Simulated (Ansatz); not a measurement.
**Ca2Cu2Rh, from a guessed structure to a relaxed one**

This structure for Ca2Cu2Rh is made up. Its elements were placed in a known structure type with a cell scaled to their sizes. What cell does the guess relax to, and how far off was it?

Main program and level: Ansatz 0.2.0; DFT, PBE, plane-wave PAW, files of the set soft_1, scalar-relativistic, ferromagnetic start, cell and ions relaxed at zero pressure; PAW set soft_1, in the first sound run; inputs show where later runs differ.

### Step 1. The starting structure

It takes space group Immm (No. 71, orthorhombic). The conventional cell has a = 4.189 Å, b = 5.285 Å, c = 8.849 Å, α = 90.00°, β = 90.00°, γ = 90.00°. Nearest to Rh lie 4 Cu at 2.46 Å and 4 Ca at 3.15 Å. Nearest to Cu lie 2 Rh at 2.46 Å and 2 Cu at 2.60 to 2.69 Å and 6 Ca at 3.00 to 3.02 Å. Nearest to Ca lie 6 Cu at 3.00 to 3.02 Å and 2 Rh at 3.15 Å. Farther neighbours are not listed.

### Step 2. Relaxing cell and atoms

The guess takes its coordinates from another compound and its volume from a rule, so the cell and any free coordinates are relaxed together.

The input, input.yaml:

```yaml
crystal:
  lattice:
    - [-2.0945, 2.6425, 4.4245]
    - [2.0945, -2.6425, 4.4245]
    - [2.0945, 2.6425, -4.4245]
  atoms:
    - { symbol: Rh, position: [0.0, 0.0, 0.0], spin: 0.6 }
    - { symbol: Cu, position: [0.2459, 0.5, 0.7459], spin: 0.6 }
    - { symbol: Cu, position: [0.7541, 0.5, 0.2541], spin: 0.6 }
    - { symbol: Ca, position: [0.694, 0.194, 0.5] }
    - { symbol: Ca, position: [0.306, 0.806, 0.5] }
magnetization:
  spin_polarized: true
kpoints:
  mp_grid: { grid: [8, 8, 8] }
scf:
  occupations: { method: fermi_dirac, width: 0.05 }
hamiltonian:
  xc: pbe
  pseudopotentials: { kind: paw, azcp: { folder: soft_1 } }
relax:
  f_tol: 0.015
  max_steps: 70
  cell: {}
output:
  forces: true
  stress: true
```

Started as:

```
$ ansatz run input.yaml --threads 4 --pin off --max-ram 8192MiB --backend cpu --events-out ev --progress --plain --runs-dir out
```

Numbers of over 12 decimals in the logs are rounded to 6 here.

The log of the run:

```text
Engine: ansatz 0.2.0, aarch64-unknown-linux-gnu
Pseudopotentials: kind: paw
Pseudopotential: Rh, paw, valence charge 17, recommended cutoff 420 eV (normal), soft_1/Rh.paw.azcp
Pseudopotential: Cu, paw, valence charge 19, recommended cutoff 420 eV (normal), soft_1/Cu.paw.azcp
Pseudopotential: Ca, paw, valence charge 10, recommended cutoff 420 eV (normal), soft_1/Ca.paw.azcp
Functional definition: PBE
  parameter kappa = 0.804
  parameter beta = 0.066725
  exchange = pbe_x(kappa = kappa, mu = beta*pi^2/3)
  correlation = pbe_c(beta = beta)
Crystal: 5 atoms, lattice volume = 97.953 Å³
Basis set: ecut = 420 eV, 1929 PW (Γ), exchange–correlation on 80×80×80 points (8 copies of the dense FFT grid, shifted against one another)
Bands: 47, of which v1, the nominal top of the filled ones, is band 38 counted from 1 (37 counted from 0)
Symmetry: 8 space group operations
Space group: Immm (ITA 71), of the structure as read, at distance tolerance 4.6e-5 Å
Magnetic group: BNS 71.533 (UNI 631), of the structure as read, at distance tolerance 4.6e-5 Å
k-points: 95 of 512
Non-local potential: Rh, projectors of the file, l = 0: 3, l = 1: 2, l = 2: 2, l = 3: 1
Non-local potential: Cu, projectors of the file, l = 0: 3, l = 1: 2, l = 2: 3, l = 3: 1
Non-local potential: Ca, projectors of the file, l = 0: 3, l = 1: 2, l = 2: 2
PAW form: soft (Blöchl's): semilocal exchange-correlation on the pseudo side does not see the compensation charge
PAW one-centre angular grid: Rh, 590 points (default); XC on 64 Gauss nodes
PAW one-centre angular grid: Cu, 590 points (default); XC on 64 Gauss nodes
PAW one-centre angular grid: Ca, 110 points (default); XC on 64 Gauss nodes
Initial density: superposition of atomic densities (chi_scale 0.1, normalization cell, long waves kept (reshape's long-wave potential 0.00 eV rms))
Starting moments: Σ|m| = 1.8 μB on 3 of 5 sites
Initial wavefunctions: pseudopotential atomic-orbital guess
Functional: x = pbe(κ = 0.804, μ = 0.219515), c = pbe(β = 0.066725)
SCF iter   1: F=—  HF=-23297.330118 eV  |F-HF|=—  |Δ(HF+E_count)|=         —  Δρ=2.19e-1 (↑2.12e-1 ↓2.19e-1)  dr2=1.85e2  dr2_m=8.32e-2  M=0.972 μB ∫|m|=0.974 μB  β_m=0.30  ethr=3.10e-3  ⟨swp⟩=9.9  Hψ=44370  notcnv=0
Mixer restart at iter 1: flushing history
preconditioner: auto → Kerker (q_TF=auto, 2.610 Å⁻¹)  [metal: Δε(μ)=0.002 eV  Ē_g=9.328 eV  σ=0.050 eV  W_gap=0.01  n_scr=32 (ndim 8)  ℏωp=25.7 eV  f_vac=0.000  D(μ)=8.08/eV (n_scr^D=96)]
spin=Collinear: Kerker preconditioning applied to the charge; magnetization (m = ρ↑ − ρ↓) channel mixes plain (no charge-response kernel on spin).
SCF iter   2: F=—  HF=-23295.534070 eV  |F-HF|=—  |Δ(HF+E_count)|=    1.80e0  Δρ=1.07e-1 (↑9.86e-2 ↓1.07e-1)  dr2=2.80e1  dr2_m=6.88e-2  M=0.564 μB ∫|m|=0.591 μB  β_m=0.27  ethr=3.10e-3  ⟨swp⟩=4.2  Hψ=29224  notcnv=0  defer=116
SCF iter   3: F=—  HF=-23288.491562 eV  |F-HF|=—  |Δ(HF+E_count)|=    7.04e0  Δρ=3.29e-2 (↑3.07e-2 ↓3.29e-2)  dr2=4.98e0  dr2_m=4.32e-2  M=0.505 μB ∫|m|=0.526 μB  β_m=0.36  ethr=3.10e-3  ⟨swp⟩=3.5  Hψ=22006  notcnv=0  defer=460
SCF iter   4: F=—  HF=-23287.716706 eV  |F-HF|=—  |Δ(HF+E_count)|=   7.75e-1  Δρ=2.07e-2 (↑2.07e-2 ↓1.88e-2)  dr2=1.46e0  dr2_m=1.83e-2  M=0.343 μB ∫|m|=0.387 μB  β_m=0.49  ethr=3.10e-3  ⟨swp⟩=2.3  Hψ=15186  notcnv=0  defer=432
SCF iter   5: F=—  HF=-23287.836782 eV  |F-HF|=—  |Δ(HF+E_count)|=   1.20e-1  Δρ=1.09e-2 (↑8.41e-3 ↓1.09e-2)  dr2=1.84e-1  dr2_m=9.81e-3  M=0.229 μB ∫|m|=0.274 μB  β_m=0.69  ethr=1.94e-3  ⟨swp⟩=2.0  Hψ=14299  notcnv=0  defer=441
SCF iter   6: F=—  HF=-23288.152283 eV  |F-HF|=—  |Δ(HF+E_count)|=         —  Δρ=1.14e-2 (↑7.58e-3 ↓1.14e-2)  dr2=2.43e-1  dr2_m=1.51e-2  M=0.038 μB ∫|m|=0.052 μB  β_m=0.69  ethr=2.45e-4  ⟨swp⟩=2.2  Hψ=15762  notcnv=0  defer=441
Mixer restart at iter 6: flushing history
SCF iter   7: F=—  HF=-23288.214813 eV  |F-HF|=—  |Δ(HF+E_count)|=   6.25e-2  Δρ=9.47e-3 (↑9.47e-3 ↓9.13e-3)  dr2=1.92e-1  dr2_m=2.55e-3  M=0.018 μB ∫|m|=0.028 μB  β_m=0.58  ethr=2.45e-4  ⟨swp⟩=2.3  Hψ=18344  notcnv=0  defer=522
SCF iter   8: F=—  HF=-23288.185225 eV  |F-HF|=—  |Δ(HF+E_count)|=   2.96e-2  Δρ=6.49e-3 (↑5.89e-3 ↓6.49e-3)  dr2=1.13e-1  dr2_m=1.22e-3  M=0.011 μB ∫|m|=0.018 μB  β_m=0.51  ethr=2.45e-4  ⟨swp⟩=2.1  Hψ=17349  notcnv=0  defer=522
SCF iter   9: F=—  HF=-23288.173126 eV  |F-HF|=—  |Δ(HF+E_count)|=   1.21e-2  Δρ=3.50e-3 (↑3.11e-3 ↓3.50e-3)  dr2=3.63e-2  dr2_m=3.85e-4  M=0.006 μB ∫|m|=0.011 μB  β_m=0.66  ethr=1.51e-4  ⟨swp⟩=1.0  Hψ=10438  notcnv=0  defer=513
SCF iter  10: F=—  HF=-23288.167544 eV  |F-HF|=—  |Δ(HF+E_count)|=   5.58e-3  Δρ=6.97e-4 (↑6.97e-4 ↓6.72e-4)  dr2=2.22e-3  dr2_m=5.03e-5  M=0.002 μB ∫|m|=0.005 μB  β_m=0.72  ethr=4.83e-5  ⟨swp⟩=2.0  Hψ=10582  notcnv=0  defer=513
SCF iter  11: F=—  HF=-23288.167195 eV  |F-HF|=—  |Δ(HF+E_count)|=   3.49e-4  Δρ=2.69e-4 (↑2.28e-4 ↓2.69e-4)  dr2=2.44e-4  dr2_m=6.89e-6  M=0.001 μB ∫|m|=0.002 μB  β_m=0.82  ethr=2.97e-6  ⟨swp⟩=2.4  Hψ=14396  notcnv=0  defer=513
SCF iter  12: F=—  HF=-23288.167186 eV  |F-HF|=—  |Δ(HF+E_count)|=   9.51e-6  Δρ=8.85e-5 (↑8.32e-5 ↓8.85e-5)  dr2=4.66e-5  dr2_m=6.76e-8  M=-0.000 μB ∫|m|=0.000 μB  β_m=0.91  ethr=3.25e-7  ⟨swp⟩=2.1  Hψ=11226  notcnv=0  defer=513
SCF iter  13: F=—  HF=-23288.167183 eV  |F-HF|=—  |Δ(HF+E_count)|=   2.95e-6  Δρ=3.68e-5 (↑3.68e-5 ↓3.50e-5)  dr2=2.78e-6  dr2_m=1.92e-8  M=-0.000 μB ∫|m|=0.000 μB  β_m=0.96  ethr=6.21e-8  ⟨swp⟩=2.0  Hψ=12263  notcnv=0  defer=513
SCF iter  14: F=—  HF=-23288.167183 eV  |F-HF|=—  |Δ(HF+E_count)|=   8.23e-7  Δρ=1.92e-5 (↑1.92e-5 ↓1.71e-5)  dr2=2.05e-6  dr2_m=1.23e-9  M=-0.000 μB ∫|m|=0.000 μB  β_m=0.98  ethr=3.71e-9  ⟨swp⟩=1.8  Hψ=9924  notcnv=0  defer=513
SCF iter  15: F=—  HF=-23288.167184 eV  |F-HF|=—  |Δ(HF+E_count)|=   2.72e-7  Δρ=4.61e-6 (↑4.61e-6 ↓4.54e-6)  dr2=6.08e-8  dr2_m=9.63e-10  M=-0.000 μB ∫|m|=0.000 μB  β_m=0.99  ethr=2.73e-9  ⟨swp⟩=2.0  Hψ=12254  notcnv=0  defer=513
SCF iter  16: F=—  HF=-23288.167184 eV  |F-HF|=—  |Δ(HF+E_count)|=   2.93e-9  Δρ=1.24e-6 (↑9.30e-7 ↓1.24e-6)  dr2=7.98e-9  dr2_m=3.87e-11  M=-0.000 μB ∫|m|=0.000 μB  β_m=0.99  ethr=8.11e-11  ⟨swp⟩=2.2  Hψ=12299  notcnv=0  defer=513
SCF iter  17: F=-23288.167184 eV  HF=-23288.167184 eV  |F-HF|=2.55e-10  |Δ(HF+E_count)|=  3.78e-10  Δρ=3.03e-7 (↑2.89e-7 ↓3.03e-7)  dr2=4.85e-10  dr2_m=4.92e-13  M=0.000 μB ∫|m|=0.000 μB  ethr=1.06e-11  ⟨swp⟩=1.0  Hψ=21926  notcnv=0
[...]
relax step   5: F+E_penalty+E_count = -23288.31623326 eV  Δ(F+E_penalty+E_count) = -1.093e-4 eV  max|allowed force component| = 2.790e-2 eV/Å  Δτ_max = 0.0060 Å  P = -0.028 GPa  Ω = 100.272 Å³  energy of the carried Pulay correction = -5.866e-4 eV  (10 SCF iters, dr2 threshold 7.96e-8 eV, accepted)
[...]
relax step   6: F+E_penalty+E_count = -23288.31644782 eV  Δ(F+E_penalty+E_count) = -2.146e-4 eV  max|allowed force component| = 4.438e-4 eV/Å  Δτ_max = 0.0053 Å  P = -0.001 GPa  Ω = 100.173 Å³  energy of the carried Pulay correction = -5.618e-4 eV  (9 SCF iters, dr2 threshold 4.87e-8 eV, accepted)
Initial wavefunctions: pseudopotential atomic-orbital guess (no wavefunctions were taken with the density)
iter 1 solved again at ethr=3.64e-6 eV; its pass at ethr=3.10e-3 eV (dr2=2.73e-3 eV) is discarded
SCF iter   1: F=—  HF=-23288.295260 eV  |F-HF|=—  |Δ(HF+E_count)|=         —  Δρ=1.08e-3 (↑1.08e-3 ↓1.08e-3)  dr2=1.18e-4  dr2_m=5.19e-12  M=-0.000 μB ∫|m|=0.000 μB  β_m=0.65  ethr=3.64e-6  ⟨swp⟩=2.2  Hψ=55334  notcnv=0
preconditioner: auto → Kerker (q_TF=auto, 2.338 Å⁻¹)  [metal: Δε(μ)=0.022 eV  Ē_g=10.242 eV  σ=0.050 eV  W_gap=0.11  n_scr=14 (ndim 8)  ℏωp=25.4 eV  f_vac=0.000  D(μ)=1.98/eV (n_scr^D=14)]
spin=Collinear: Kerker preconditioning applied to the charge; magnetization (m = ρ↑ − ρ↓) channel mixes plain (no charge-response kernel on spin).
SCF iter   2: F=—  HF=-23288.314483 eV  |F-HF|=—  |Δ(HF+E_count)|=   1.92e-2  Δρ=4.47e-4 (↑4.47e-4 ↓4.47e-4)  dr2=1.37e-4  dr2_m=7.04e-13  M=-0.000 μB ∫|m|=0.000 μB  β_m=0.30  ethr=1.58e-7  ⟨swp⟩=2.1  Hψ=14457  notcnv=0
SCF iter   3: F=—  HF=-23288.314487 eV  |F-HF|=—  |Δ(HF+E_count)|=   3.32e-6  Δρ=3.87e-4 (↑3.87e-4 ↓3.87e-4)  dr2=1.46e-5  dr2_m=6.44e-13  M=-0.000 μB ∫|m|=0.000 μB  β_m=0.32  ethr=1.58e-7  ⟨swp⟩=2.0  Hψ=11928  notcnv=0
SCF iter   4: F=—  HF=-23288.316709 eV  |F-HF|=—  |Δ(HF+E_count)|=   2.22e-3  Δρ=1.49e-4 (↑1.49e-4 ↓1.49e-4)  dr2=2.19e-6  dr2_m=9.17e-14  M=-0.000 μB ∫|m|=0.000 μB  β_m=0.45  ethr=1.95e-8  ⟨swp⟩=2.1  Hψ=12134  notcnv=0
SCF iter   5: F=—  HF=-23288.317071 eV  |F-HF|=—  |Δ(HF+E_count)|=   3.63e-4  Δρ=4.04e-5 (↑4.04e-5 ↓4.04e-5)  dr2=2.74e-7  dr2_m=8.91e-15  M=-0.000 μB ∫|m|=0.000 μB  β_m=0.72  ethr=2.91e-9  ⟨swp⟩=2.4  Hψ=11904  notcnv=0
SCF iter   6: F=—  HF=-23288.317099 eV  |F-HF|=—  |Δ(HF+E_count)|=   2.76e-5  Δρ=7.85e-6 (↑7.85e-6 ↓7.85e-6)  dr2=5.28e-8  dr2_m=8.44e-15  M=-0.000 μB ∫|m|=0.000 μB  β_m=0.86  ethr=3.66e-10  ⟨swp⟩=2.0  Hψ=12262  notcnv=0
SCF iter   7: F=—  HF=-23288.317100 eV  |F-HF|=—  |Δ(HF+E_count)|=   8.55e-7  Δρ=1.04e-6 (↑1.04e-6 ↓1.04e-6)  dr2=6.31e-9  dr2_m=8.66e-16  M=0.000 μB ∫|m|=0.000 μB  β_m=0.93  ethr=7.04e-11  ⟨swp⟩=2.0  Hψ=12256  notcnv=0
SCF iter   8: F=—  HF=-23288.317100 eV  |F-HF|=—  |Δ(HF+E_count)|=   7.36e-9  Δρ=7.53e-7 (↑7.53e-7 ↓7.53e-7)  dr2=2.59e-9  dr2_m=7.32e-17  M=-0.000 μB ∫|m|=0.000 μB  β_m=0.82  ethr=8.41e-12  ⟨swp⟩=2.0  Hψ=12072  notcnv=0
SCF iter   9: F=—  HF=-23288.317100 eV  |F-HF|=—  |Δ(HF+E_count)|=   2.15e-7  Δρ=3.50e-7 (↑3.50e-7 ↓3.50e-7)  dr2=7.21e-10  dr2_m=3.48e-17  M=-0.000 μB ∫|m|=0.000 μB  β_m=0.91  ethr=3.45e-12  ⟨swp⟩=2.3  Hψ=13356  notcnv=0
SCF iter  10: F=—  HF=-23288.317100 eV  |F-HF|=—  |Δ(HF+E_count)|=  5.82e-10  Δρ=1.87e-7 (↑1.87e-7 ↓1.87e-7)  dr2=2.64e-10  dr2_m=4.65e-18  M=0.000 μB ∫|m|=0.000 μB  β_m=0.96  ethr=1.00e-12  ⟨swp⟩=2.0  Hψ=11998  notcnv=0
SCF iter  11: F=—  HF=-23288.317100 eV  |F-HF|=—  |Δ(HF+E_count)|=  3.86e-10  Δρ=2.39e-7 (↑2.39e-7 ↓2.39e-7)  dr2=1.79e-10  dr2_m=1.95e-18  M=-0.000 μB ∫|m|=0.000 μB  β_m=0.70  ethr=1.00e-12  ⟨swp⟩=2.0  Hψ=12232  notcnv=0
SCF iter  12: F=—  HF=-23288.317100 eV  |F-HF|=—  |Δ(HF+E_count)|=  3.64e-12  Δρ=3.10e-8 (↑3.10e-8 ↓3.10e-8)  dr2=3.49e-12  dr2_m=3.14e-18  M=0.000 μB ∫|m|=0.000 μB  β_m=0.83  ethr=1.00e-12  ⟨swp⟩=2.0  Hψ=11123  notcnv=0
SCF iter  13: F=-23288.317100 eV  HF=-23288.317100 eV  |F-HF|=1.46e-11  |Δ(HF+E_count)|=    0.00e0  Δρ=3.98e-8 (↑3.98e-8 ↓3.98e-8)  dr2=1.24e-11  dr2_m=3.67e-19  M=0.000 μB ∫|m|=0.000 μB  ethr=1.00e-12  ⟨swp⟩=2.0  Hψ=23767  notcnv=0
the starting moments were not kept: the SCF closed with an absolute magnetisation of 5.0e-10 μB, where they sum to 1.8 μB in size (3 sites). That is at most 0.1 of that sum. Measured as dr2_m measures the in/out step, that magnetisation stands 0 eV from none, at or under the dr2_threshold of 5.0e-11 eV: it is no larger than a step whose dr2_m would equal this threshold.
SCF 7 converged in 13 iterations: F = -23288.317100 eV  dr2 = 1.24e-11
relax step   7: F+E_penalty+E_count = -23288.31709958 eV  Δ(F+E_penalty+E_count) = -6.518e-4 eV  max|allowed force component| = 3.090e-4 eV/Å  Δτ_max = 0.0000 Å  P = +0.004 GPa  Ω = 100.173 Å³  stress off target by 2.78e-2 GPa  SCF on the basis re-selected at this cell (its energy is not comparable with the rows above)  (13 SCF iters)
basis re-selected at this cell: Δ(F+E_penalty+E_count) = -6.518e-4 eV, ΔP = +0.005 GPa vs the last step (what re-selecting the basis moved, of the pressure what is left beyond the Pulay correction that the steps carried, after the strain that the cell walked since its last selection, with what the two solves' SCF thresholds leave and, on support functions, any second-order correction that the steps lacked; it is no m [...]
SCF converged after 13 iterations
Magnetization: 0.0000 μB (37.5000 up, 37.5000 down)
Absolute magnetization: 0.0000 μB (∫|ρ↑−ρ↓|, with the PAW one-centre terms)
Spin contamination: 0.0000 ħ² per cell (⟨S²⟩ above its minimum at these occupations)
Per-site moments (μB) at R_I (Å): [(-4.129685590269441e-11, 1.063605), (3.699083511148683e-11, 1.029926), (3.6990903696852346e-11, 1.029926), (1.1106161787482166e-11, 1.240846), (1.1106180124561402e-11, 1.240846)]
Free energy (F): -23288.317100 eV
Harris-Foulkes:  -23288.317100 eV  (|F-HF|=1.46e-11)
Internal energy: -23288.300364 eV  (E = F + TS)
E sigma→0 (E₀):  -23288.308732 eV
Entropy (-TS):   -0.016735 eV (-3.347 meV/atom)
Fermi energy:    11.097860 eV
--- Per-component energies (eV) ---
  E_band       = -1400.919741
  E_kinetic    = 1573.172494
  E_local      = -15710.465689  (includes V_loc(G=0)·N_el)
  E_nonlocal   = 2262.716826
  E_hartree    = 6574.049228
  E_xc         = -594.787272
  E_vxc        = -747.709034  (∫ρ·V_xc dr)
  E_paw        = -8969.263031  (= ΣΔE_a)
  E_vpaw       = -1926.734653  (= ΣTr[D̂ρ^β])
  E_aug_tail   = 0.001749  (compensation charges beyond the density's cutoff)
  E_ewald      = -8423.724670
  E_smearing   = -0.016735  (= −TS)
  E_closure    = -0.000000  (closes the sum)
  Σ components = -23288.317100   (vs F -23288.317100, Δ=0.00e0)
--- Forces (eV/Å), atoms counted from 1 ---
  atom   1  Rh     0.00000000     0.00000000     0.00000000
  atom   2  Cu     0.00000000     0.00010419     0.00000000
  atom   3  Cu     0.00000000    -0.00010419     0.00000000
  atom   4  Ca     0.00000000     0.00000000     0.00030897
  atom   5  Ca     0.00000000     0.00000000    -0.00030897
  max |Σ_I F_I| component: 5.42e-20 eV/Å
--- Stress (GPa, compression-positive) ---
        0.027768       0.000000       0.000000
        0.000000      -0.002652       0.000000
        0.000000       0.000000      -0.012627
  P = ⅓ Tr σ = 0.0042 GPa (0.042 kbar)
--- Relaxed structure (6 steps of the walk, 6 accepted, 1 SCFs on fresh bases) ---
  F+E_penalty+E_count = -23288.31709958 eV   max|allowed force component| = 3.090e-4 eV/Å   (the final SCF, on the basis selected at the relaxed cell)
  cell:  # Å, volume = 100.1728 Å³
    - [-2.245474, 2.515746, 4.433175]
    - [2.245474, -2.515746, 4.433175]
    - [2.245474, 2.515746, -4.433175]
  atoms:
    - { symbol: Rh, position: [0, 0, 0] }
    - { symbol: Cu, position: [0.251884, 0.500000, 0.751884] }
    - { symbol: Cu, position: [0.748116, 0.500000, 0.248116] }
    - { symbol: Ca, position: [0.692308, 0.192308, 0.5] }
    - { symbol: Ca, position: [0.307692, 0.807692, 0.5] }
```

Elapsed: 82 s, on 4 threads of Arm Neoverse V2, shared host; peak memory 0.89 GiB.

Step by step:

| step | energy less that of the first step (eV) | largest force component (eV/Å) | pressure (GPa) | volume (Å³) |
| --- | --- | --- | --- | --- |
| 1 | 0.0000 | 0.4680 | 2.99 | 97.95 |
| 2 | -0.0981 | 0.2297 | 0.14 | 100.84 |
| 3 | -0.1459 | 0.0200 | -0.17 | 100.39 |
| 4 | -0.1489 | 0.0118 | 0.03 | 100.10 |
| 5 | -0.1490 | 0.0279 | -0.03 | 100.27 |
| 6 | -0.1493 | 0.0004 | 0.00 | 100.17 |
| 7* | -0.1499 | 0.0003 | 0.00 | 100.17 |

Relaxation steps marked * repeat the geometry before them on a plane-wave basis chosen anew for their cell, so energy and pressure can jump there.

The run keeps the 8 symmetry operations that it works with, so distortions that break them were not tested.

```
conventional cell, symmetrised  before  after  change
                         a (Å)   4.189  4.491  +7.2 %
                         b (Å)   5.285  5.031  -4.8 %
                         c (Å)   8.849  8.866  +0.2 %
              volume (Å³/atom)   19.59  20.03  +2.3 %
```

The atoms that moved most (Å, as changes of fractional coordinates times the final cell):

```
atom     dx      dy      dz  length
 Cu2  0.000   0.030   0.000   0.030
 Cu3  0.000  -0.030   0.000   0.030
 Ca5  0.000   0.000   0.015   0.015
 Ca4  0.000   0.000  -0.015   0.015
```

The relaxed structure:

```cif
data_structure
_symmetry_space_group_name_H-M 'P 1'
_symmetry_Int_Tables_number 1
_cell_length_a 5.5699
_cell_length_b 5.5699
_cell_length_c 5.5699
_cell_angle_alpha 132.451
_cell_angle_beta 126.299
_cell_angle_gamma 74.517
_cell_volume 100.17
loop_
_atom_site_label
_atom_site_type_symbol
_atom_site_fract_x
_atom_site_fract_y
_atom_site_fract_z
_atom_site_occupancy
Rh1 Rh 0.00000 0.00000 0.00000 1
Cu2 Cu 0.25188 0.50000 0.75188 1
Cu3 Cu 0.74812 0.50000 0.24812 1
Ca4 Ca 0.69231 0.19231 0.50000 1
Ca5 Ca 0.30769 0.80769 0.50000 1
```

This step gave:

- free energy: -23288.3171 eV
- energy at zero smearing: -23288.3087 eV
- smearing term TS: 0.01674 eV
- Fermi energy: 11.10 eV
- electrons: 75
- symmetry operations: 8
- pressure: 0.004163 GPa

Shortest distances by pair of elements, guess and relaxed (not always the same contact):

```
 pair  guess (Å)  relaxed (Å)
Cu–Cu      2.599        2.497
Cu–Rh      2.465        2.578
Ca–Cu      3.004        3.008
Ca–Rh      3.151        3.039
Ca–Ca      3.433        3.410
```

The relaxation ends with a largest force component of 3.1e-4 eV/Å and a pressure of 0.00 GPa. The starting moments have collapsed: the run ends non-magnetic.

(Continued in part 2 of 2.)

[Logs are printed without paths, hosts, clocks, repeated set-up lines and the standing remarks that a program may print on its own settings, such as how far it seeks lower states.]

[Hosts, paths, dates, database ids (printed as entryN), source tags and the programs' standing remarks are cut or masked in the printed files.]
